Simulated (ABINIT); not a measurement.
# Beyond one shot: K2NaScF6 (Fm-3m)

How far does self-consistency move the gap of K2NaScF6 (Fm-3m)?

Program: ABINIT 10.8.3. Level of theory: LDA and many-body steps on it, plane waves. Results are calculated unless marked as measured.

Report form: the programs' logs are mostly left out.

### 1. Set-up

The structure is cubic, space group Fm-3m (No. 225). Conventional cell: a = 8.472 Å, b = 8.472 Å, c = 8.472 Å, α = 90.00°, β = 90.00°, γ = 90.00°. K has 12 F at 3.00 Å nearest. Nearest to Na lie 6 F at 2.25 Å. Sc has 6 F at 1.98 Å nearest. F has 1 Sc at 1.98 Å and 1 Na at 2.25 Å and 4 K at 3.00 Å nearest. Farther neighbours and most contacts between anions are not listed.

The cell and positions come from the Crystallography Open Database and are kept as given unless a step says otherwise.

### 2. Empty states on the mesh, 2×2×2 mesh, 247 bands

This step: ABINIT 10.8.3; DFT, LDA, plane waves, norm-conserving pseudopotentials.

The sums over transitions need many empty states on a uniform mesh; this step solves for them.

File run.abi:

```
acell 3*1.0 Angstrom
rprim 
  -0.000000000000 4.235850000000 4.235850000000
  4.235850000000 -0.000000000000 4.235850000000
  4.235850000000 4.235850000000 -0.000000000000
ntypat 4
znucl 19 11 21 9
natom 10
typat 1 1 2 3 4 4 4 4 4 4
xred 
  0.250000000000 0.250000000000 0.250000000000
  0.750000000000 0.750000000000 0.750000000000
  0.500000000000 0.500000000000 0.500000000000
  0.000000000000 0.000000000000 0.000000000000
  0.765800000000 0.234200000000 0.234200000000
  0.234200000000 0.765800000000 0.234200000000
  0.234200000000 0.765800000000 0.765800000000
  0.765800000000 0.234200000000 0.765800000000
  0.234200000000 0.234200000000 0.765800000000
  0.765800000000 0.765800000000 0.234200000000
pp_dirpath "pseudos"
pseudos "K.upf, Na.upf, Sc.upf, F.upf"
ecut 38
ngkpt 2 2 2
nshiftk 1
shiftk 0 0 0
kptopt 1
chksymbreak 0
iscf -2
irdden 1
istwfk *1
nband 247
nbdbuf 22
tolwfr 1e-09
nstep 60
prtvol 0
indata_prefix "in"
outdata_prefix "out"
tmpdata_prefix "tmp"
```

The run is started by

```console
$ OMP_NUM_THREADS=1 mpirun -n 3 abinit run.abi > log
```

The job ended after 2.5 min (3 MPI ranks of Arm Neoverse V1, shared host; peak memory 0.44 GiB).

Numbers from this step:

- gap: 6.651 eV
- k of the valence top: 0, 0, 0
- k of the conduction bottom: 0, 0, 0
- least direct gap: 6.651 eV
- k points computed: 3
- lowest point of the top converged band, above the valence top: 62.1699 eV

On this mesh the gap is 6.651 eV.

The density comes from a self-consistent run that is not shown.

### 3. Screening, 2×2×2 mesh, 225 bands, screening to 130.6 eV

The RPA dielectric matrix is built and inverted for each q.

This step: RPA screening on LDA, plane waves, norm-conserving pseudopotentials.

run.abi, as its differences from that of step 2:

```diff
@@ -28,10 +28,11 @@
 chksymbreak 0
-iscf -2
-irdden 1
 istwfk *1
-nband 247
-nbdbuf 22
-tolwfr 1e-09
-nstep 60
-prtvol 0
+occopt 1
+irdwfk 1
+optdriver 3
+nband 225
+ecuteps 4.8
+inclvkb 2
+awtr 1
+symchi 1
 indata_prefix "in"
```

The run is started by

```console
$ OMP_NUM_THREADS=1 mpirun -n 4 abinit run.abi > log
```

It took 2 min on 4 MPI ranks; peak memory 2.6 GiB; 7.8 min of CPU time.

This step gave:

* ε∞ with local fields, on this mesh, along the program's q direction: 2.062
* the same without local fields: 2.275
* plasma frequency: 26.94 eV
* plane waves in the screening matrix: 531

Local fields lower ε∞ by 9 %. On a Γ-centred mesh this coarse the value itself is usually too large, while a short band sum pulls it down.

### 4. G0W0

The self-energy is evaluated for the states that the input lists, and the levels follow from it, in one-shot runs by the linearised quasiparticle equation.

This step: G0W0 on LDA, plane waves, norm-conserving pseudopotentials.

run.abi, as its differences from that of step 3:

```diff
@@ -31,8 +31,15 @@
 irdwfk 1
-optdriver 3
+optdriver 4
 nband 225
+gwcalctyp 0
+ecutsigx 38
+symsigma 1
+nkptgw 1
+kptgw 
+  0.0000000000 0.0000000000 0.0000000000
+bdgw 
+  38 44
 ecuteps 4.8
-inclvkb 2
-awtr 1
-symchi 1
+irdscr 1
+ppmodel 1
 indata_prefix "in"
```

Wall time 23 s (4 MPI ranks); peak memory 1.9 GiB; 91 s of CPU time.

Numbers from this step:

```yaml
g0w0_gap_on_the_points_computed: 10.41 eV
starting_gap_on_the_mesh: 6.651 eV
k_of_the_valence_top: 0, 0, 0
k_of_the_conduction_bottom: 0, 0, 0
z_at_the_valence_top: 0.809
z_at_the_conduction_bottom: 0.896
least_direct_g0w0_gap_on_the_computed_points: 10.41 eV
```

The gap on the mesh goes from 6.65 eV to 10.41 eV, a correction of +3.76 eV.

### 5. evGW0, cycle 1

This step: evGW0 on LDA, plane waves, norm-conserving pseudopotentials.

run.abi, as its differences from that of step 4:

```diff
@@ -33,10 +33,14 @@
 nband 225
-gwcalctyp 0
+gwcalctyp 10
 ecutsigx 38
 symsigma 1
-nkptgw 1
+nkptgw 3
 kptgw 
   0.0000000000 0.0000000000 0.0000000000
+  0.5000000000 0.0000000000 0.0000000000
+  0.5000000000 0.5000000000 0.0000000000
 bdgw 
-  38 44
+  23 49
+  23 49
+  23 49
 ecuteps 4.8
```

Run time: 4.2 min. Hardware: 4 MPI ranks; peak memory 3.2 GiB; 17 min of CPU time.

Numbers from this step:

```
quasiparticle gap on the points computed              : 11.06 eV
gap of the density functional on the mesh             : 6.651 eV
k of the valence top                                  : 0, 0, 0
k of the conduction bottom                            : 0, 0, 0
Z at the valence top                                  : 0.809
Z at the conduction bottom                            : 0.896
least direct quasiparticle gap on the computed points : 11.06 eV
```

Against G0W0 in ABINIT (2×2×2 mesh, 225 bands, screening to 130.6 eV, Godby-Needs plasmon pole), the gap moves by +0.651 eV. This first cycle still uses the starting levels; it takes the full correction, at all points of the mesh, and its linearised value is 10.410 eV.

### 6. evGW0, cycle 2

The corrected levels of the last cycle go back in.

run.abi, as its differences from that of step 5:

```diff
@@ -48,2 +48,3 @@
 ppmodel 1
+irdqps 1
 indata_prefix "in"
```

The job ended after 4.1 min (4 MPI ranks; peak memory 3.2 GiB).

Numbers from this step:

| Item | Value |
| --- | --- |
| quasiparticle gap on the points computed | 10.91 eV |
| gap of the density functional on the mesh | 6.651 eV |
| k of the valence top | 0, 0, 0 |
| k of the conduction bottom | 0, 0, 0 |
| least direct quasiparticle gap on the computed points | 10.91 eV |

Against the cycle before, the gap moves by −0.153 eV.

### 7. evGW0, cycle 3

run.abi is that of step 6.

It took 4.1 min on 4 MPI ranks; peak memory 3.2 GiB.

Numbers from this step:

| Quantity | Value |
| --- | --- |
| quasiparticle gap on the points computed | 10.91 eV |
| gap of the density functional on the mesh | 6.651 eV |
| k of the valence top | 0, 0, 0 |
| k of the conduction bottom | 0, 0, 0 |
| least direct quasiparticle gap on the computed points | 10.91 eV |

Against the cycle before, the gap moves by +0.000 eV.

### 8. Screening, 2×2×2 mesh, 225 bands, screening to 130.6 eV

This step: RPA screening on LDA, plane waves, norm-conserving pseudopotentials.

run.abi, as its differences from that of step 7:

```diff
@@ -31,20 +31,13 @@
 irdwfk 1
-optdriver 4
+optdriver 3
 nband 225
+ecuteps 4.8
+inclvkb 2
+awtr 1
+symchi 1
 gwcalctyp 10
-ecutsigx 38
-symsigma 1
-nkptgw 3
-kptgw 
-  0.0000000000 0.0000000000 0.0000000000
-  0.5000000000 0.0000000000 0.0000000000
-  0.5000000000 0.5000000000 0.0000000000
-bdgw 
-  23 49
-  23 49
-  23 49
-ecuteps 4.8
-irdscr 1
-ppmodel 1
-irdqps 1
+mbpt_sciss 5.349 eV
+nqptdm 1
+qptdm 
+  0 0 0
 indata_prefix "in"
```

Run time: 87 s. Hardware: 4 MPI ranks; peak memory 2.6 GiB.

Numbers from this step:

| Item | Value |
| --- | --- |
| ε∞ with local fields, on this mesh, along the program's q direction | 1.786 |
| the same without local fields | 1.920 |
| plasma frequency | 26.94 eV |
| plane waves in the screening matrix | 531 |

This screening uses the functional's bands under a rigid shift, the mean opening of the cycle before.

### 9. Screening, 2×2×2 mesh, 225 bands, screening to 130.6 eV

This step: RPA screening on LDA from quasiparticle energies, plane waves, norm-conserving pseudopotentials.

run.abi, as its differences from that of step 8:

```diff
@@ -37,7 +37,8 @@
 symchi 1
+irdqps 1
 gwcalctyp 10
-mbpt_sciss 5.349 eV
-nqptdm 1
+nqptdm 2
 qptdm 
-  0 0 0
+  0.5000000000 0.0000000000 0.0000000000
+  0.5000000000 0.5000000000 0.0000000000
 indata_prefix "in"
```

File mrgscr.stdin:

```
2
merged
q0_SCR
out_SCR
1
```

The run is started by

```console
$ OMP_NUM_THREADS=1 mpirun -n 4 abinit run.abi > log; mrgscr < mrgscr.stdin
```

The job ended after 37 s (4 MPI ranks; peak memory 2.1 GiB; 2.5 min of CPU time).

Numbers from this step:

```yaml
plasma_frequency: 26.94 eV
plane_waves_in_the_screening_matrix: 531
```

This screening reads the quasiparticle levels of the cycle before.

### 10. evGW, cycle 1

This step: evGW on LDA, plane waves, norm-conserving pseudopotentials.

run.abi, as its differences from that of step 9:

```diff
@@ -31,14 +31,20 @@
 irdwfk 1
-optdriver 3
+optdriver 4
 nband 225
-ecuteps 4.8
-inclvkb 2
-awtr 1
-symchi 1
-irdqps 1
 gwcalctyp 10
-nqptdm 2
-qptdm 
+ecutsigx 38
+symsigma 1
+nkptgw 3
+kptgw 
+  0.0000000000 0.0000000000 0.0000000000
   0.5000000000 0.0000000000 0.0000000000
   0.5000000000 0.5000000000 0.0000000000
+bdgw 
+  23 49
+  23 49
+  23 49
+ecuteps 4.8
+irdscr 1
+ppmodel 1
+irdqps 1
 indata_prefix "in"
```

The run is started by

```console
$ OMP_NUM_THREADS=1 mpirun -n 4 abinit run.abi > log
```

Elapsed: 4.1 min, on 4 MPI ranks; peak memory 3.2 GiB.

Numbers from this step:

- quasiparticle gap on the points computed: 11.71 eV
- gap of the density functional on the mesh: 6.651 eV
- k of the valence top: 0, 0, 0
- k of the conduction bottom: 0, 0, 0
- least direct quasiparticle gap on the computed points: 11.71 eV

Against G0W0 in ABINIT (2×2×2 mesh, 225 bands, screening to 130.6 eV, Godby-Needs plasmon pole), the gap moves by +1.304 eV.

### 11. Screening, 2×2×2 mesh, 225 bands, screening to 130.6 eV

This step: RPA screening on LDA, plane waves, norm-conserving pseudopotentials.

run.abi, as its differences from that of step 10:

```diff
@@ -31,20 +31,13 @@
 irdwfk 1
-optdriver 4
+optdriver 3
 nband 225
+ecuteps 4.8
+inclvkb 2
+awtr 1
+symchi 1
 gwcalctyp 10
-ecutsigx 38
-symsigma 1
-nkptgw 3
-kptgw 
-  0.0000000000 0.0000000000 0.0000000000
-  0.5000000000 0.0000000000 0.0000000000
-  0.5000000000 0.5000000000 0.0000000000
-bdgw 
-  23 49
-  23 49
-  23 49
-ecuteps 4.8
-irdscr 1
-ppmodel 1
-irdqps 1
+mbpt_sciss 6.165 eV
+nqptdm 1
+qptdm 
+  0 0 0
 indata_prefix "in"
```

It took 87 s on 4 MPI ranks; peak memory 2.6 GiB; 5.8 min of CPU time.

This step gave:

* ε∞ with local fields, on this mesh, along the program's q direction: 1.757
* the same without local fields: 1.884
* plasma frequency: 26.94 eV
* plane waves in the screening matrix: 531

This screening uses the functional's bands under a rigid shift, the mean opening of the cycle before.

### 12. Screening, 2×2×2 mesh, 225 bands, screening to 130.6 eV

This step: RPA screening on LDA from quasiparticle energies, plane waves, norm-conserving pseudopotentials.

run.abi, as its differences from that of step 11:

```diff
@@ -37,7 +37,8 @@
 symchi 1
+irdqps 1
 gwcalctyp 10
-mbpt_sciss 6.165 eV
-nqptdm 1
+nqptdm 2
 qptdm 
-  0 0 0
+  0.5000000000 0.0000000000 0.0000000000
+  0.5000000000 0.5000000000 0.0000000000
 indata_prefix "in"
```

mrgscr.stdin is that of step 9.

The run is started by

```console
$ OMP_NUM_THREADS=1 mpirun -n 4 abinit run.abi > log; mrgscr < mrgscr.stdin
```

Wall time 36 s (4 MPI ranks); peak memory 2.1 GiB.

Numbers from this step:

* plasma frequency: 26.94 eV
* plane waves in the screening matrix: 531

This screening reads the quasiparticle levels of the cycle before.

### 13. evGW, cycle 2

This step: evGW on LDA, plane waves, norm-conserving pseudopotentials.

run.abi, as its differences from that of step 12:

```diff
@@ -31,14 +31,20 @@
 irdwfk 1
-optdriver 3
+optdriver 4
 nband 225
-ecuteps 4.8
-inclvkb 2
-awtr 1
-symchi 1
-irdqps 1
 gwcalctyp 10
-nqptdm 2
-qptdm 
+ecutsigx 38
+symsigma 1
+nkptgw 3
+kptgw 
+  0.0000000000 0.0000000000 0.0000000000
   0.5000000000 0.0000000000 0.0000000000
   0.5000000000 0.5000000000 0.0000000000
+bdgw 
+  23 49
+  23 49
+  23 49
+ecuteps 4.8
+irdscr 1
+ppmodel 1
+irdqps 1
 indata_prefix "in"
```

The run is started by

```console
$ OMP_NUM_THREADS=1 mpirun -n 4 abinit run.abi > log
```

It took 4.1 min on 4 MPI ranks; peak memory 3.2 GiB.

Numbers from this step:

* quasiparticle gap on the points computed: 11.80 eV
* gap of the density functional on the mesh: 6.651 eV
* k of the valence top: 0, 0, 0
* k of the conduction bottom: 0, 0, 0
* least direct quasiparticle gap on the computed points: 11.80 eV

Against the cycle before, the gap moves by +0.083 eV.

### 14. Screening, 2×2×2 mesh, 225 bands, screening to 130.6 eV

This step: RPA screening on LDA, plane waves, norm-conserving pseudopotentials.

run.abi, as its differences from that of step 13:

```diff
@@ -31,20 +31,13 @@
 irdwfk 1
-optdriver 4
+optdriver 3
 nband 225
+ecuteps 4.8
+inclvkb 2
+awtr 1
+symchi 1
 gwcalctyp 10
-ecutsigx 38
-symsigma 1
-nkptgw 3
-kptgw 
-  0.0000000000 0.0000000000 0.0000000000
-  0.5000000000 0.0000000000 0.0000000000
-  0.5000000000 0.5000000000 0.0000000000
-bdgw 
-  23 49
-  23 49
-  23 49
-ecuteps 4.8
-irdscr 1
-ppmodel 1
-irdqps 1
+mbpt_sciss 6.211 eV
+nqptdm 1
+qptdm 
+  0 0 0
 indata_prefix "in"
```

It took 87 s on 4 MPI ranks; peak memory 2.6 GiB; 5.8 min of CPU time.

This step gave:

```
ε∞ with local fields, on this mesh, along the program's q direction : 1.756
the same without local fields                                       : 1.882
plasma frequency                                                    : 26.94 eV
plane waves in the screening matrix                                 : 531
```

This screening uses the functional's bands under a rigid shift, the mean opening of the cycle before.

### 15. Screening, 2×2×2 mesh, 225 bands, screening to 130.6 eV

This step: RPA screening on LDA from quasiparticle energies, plane waves, norm-conserving pseudopotentials.

run.abi, as its differences from that of step 14:

```diff
@@ -37,7 +37,8 @@
 symchi 1
+irdqps 1
 gwcalctyp 10
-mbpt_sciss 6.211 eV
-nqptdm 1
+nqptdm 2
 qptdm 
-  0 0 0
+  0.5000000000 0.0000000000 0.0000000000
+  0.5000000000 0.5000000000 0.0000000000
 indata_prefix "in"
```

mrgscr.stdin is that of step 12.

The run is started by

```console
$ OMP_NUM_THREADS=1 mpirun -n 4 abinit run.abi > log; mrgscr < mrgscr.stdin
```

Run time: 36 s. Hardware: 4 MPI ranks; peak memory 2.1 GiB.

Numbers from this step:

```
plasma frequency                    : 26.94 eV
plane waves in the screening matrix : 531
```

This screening reads the quasiparticle levels of the cycle before.

### 16. evGW, cycle 3

This step: evGW on LDA, plane waves, norm-conserving pseudopotentials.

run.abi, as its differences from that of step 15:

```diff
@@ -31,14 +31,20 @@
 irdwfk 1
-optdriver 3
+optdriver 4
 nband 225
-ecuteps 4.8
-inclvkb 2
-awtr 1
-symchi 1
-irdqps 1
 gwcalctyp 10
-nqptdm 2
-qptdm 
+ecutsigx 38
+symsigma 1
+nkptgw 3
+kptgw 
+  0.0000000000 0.0000000000 0.0000000000
   0.5000000000 0.0000000000 0.0000000000
   0.5000000000 0.5000000000 0.0000000000
+bdgw 
+  23 49
+  23 49
+  23 49
+ecuteps 4.8
+irdscr 1
+ppmodel 1
+irdqps 1
 indata_prefix "in"
```

The run is started by

```console
$ OMP_NUM_THREADS=1 mpirun -n 4 abinit run.abi > log
```

Elapsed: 4.1 min, on 4 MPI ranks; peak memory 3.2 GiB.

Numbers from this step:

* quasiparticle gap on the points computed: 11.80 eV
* gap of the density functional on the mesh: 6.651 eV
* k of the valence top: 0, 0, 0
* k of the conduction bottom: 0, 0, 0
* least direct quasiparticle gap on the computed points: 11.80 eV

Against the cycle before, the gap moves by +0.007 eV.

### 17. Side by side

Times are wall times on 4 MPI ranks of Arm Neoverse V1, shared host, good to a factor of about two. A run's time includes the screening step that it read.

```tsv
run	mesh	bands	screening cutoff (eV)	DFT gap (eV)	gap on the mesh (eV)	direct (eV)	ε∞ used	time
G0W0	2×2×2	225	130.6	6.651	10.410	10.410	2.06	2.3 min
evGW0, cycle 1	2×2×2	225	130.6	6.651	11.061	11.061	2.06	6.1 min
evGW0, cycle 2	2×2×2	225	130.6	6.651	10.908	10.908	2.06	6.1 min
evGW0, cycle 3	2×2×2	225	130.6	6.651	10.908	10.908	2.06	6.1 min
evGW, cycle 1	2×2×2	225	130.6	6.651	11.714	11.714	1.79	6.2 min
evGW, cycle 2	2×2×2	225	130.6	6.651	11.797	11.797	1.76	6.2 min
evGW, cycle 3	2×2×2	225	130.6	6.651	11.804	11.804	1.76	6.2 min
```

### 18. Summary of results

| Property | Result |
| --- | --- |
| G0W0 | 10.410 eV |
| evGW0, cycle 1 | 11.061 eV |
| evGW0, cycle 2 | 10.908 eV |
| evGW0, cycle 3 | 10.908 eV |
| evGW, cycle 1 | 11.714 eV |
| evGW, cycle 2 | 11.797 eV |
| evGW, cycle 3 | 11.804 eV |
| known limits | not at the basis limit; coarse k mesh |

**Reading.** Only the bands that the input lists are updated; the others, empty or deep, keep the functional's energies or take a rigid shift. The evGW loop starts from the last levels of evGW0, so its cycles and time come on top of those. evGW0 ends at 10.91 eV, +0.50 eV from G0W0, after 3 cycles that took 12 min beside the first screening; the last moved the gap by 0.000 eV. evGW ends at 11.80 eV, +1.39 eV from G0W0, after 3 cycles that took 19 min beside the first screening; the last moved the gap by 0.007 eV. The first cycle of evGW0 takes the full correction, without the factor Z, so it overshoots the one-shot value. Bands and cutoff are finite, so the gap is not at the basis limit. The miss can reach some tenths of an eV and take either sign; the mesh is an error of its own. In the G0W0 runs levels were corrected at 1 k point alone, so a gap called «on the mesh» is the least over those, and an edge elsewhere would be missed. The 2×2×2 mesh is coarse for this cell, which bears on the long-range parts of exchange and screening. In the updated screening the q = 0 part is built from Kohn-Sham bands under a rigid shift, the other q from the quasiparticle levels.

[Paths, hosts, dates, memory and timing lines, banners, echoed tables and standing remarks are left out of the program output.]

[Logs are printed without paths, hosts, clocks, repeated set-up lines and the standing remarks that a program may print on its own settings, such as how far it seeks lower states.]

[Runs of the session that timed out or met a known fault of the program may be left out.]

[Hosts, paths, dates, database ids (printed as entryN), source tags and the programs' standing remarks are cut or masked in the printed files.]

[G0W0 gaps are taken among the corrected bands and points alone; a level outside them can change the order at an edge.]

[Where Ansatz stands beside ABINIT at settings called matched, ABINIT's density can come from a denser mesh and the files from another edition; pairs whose starting gaps differed by over 0.03 eV were left out, so agreement reads better than it is.]
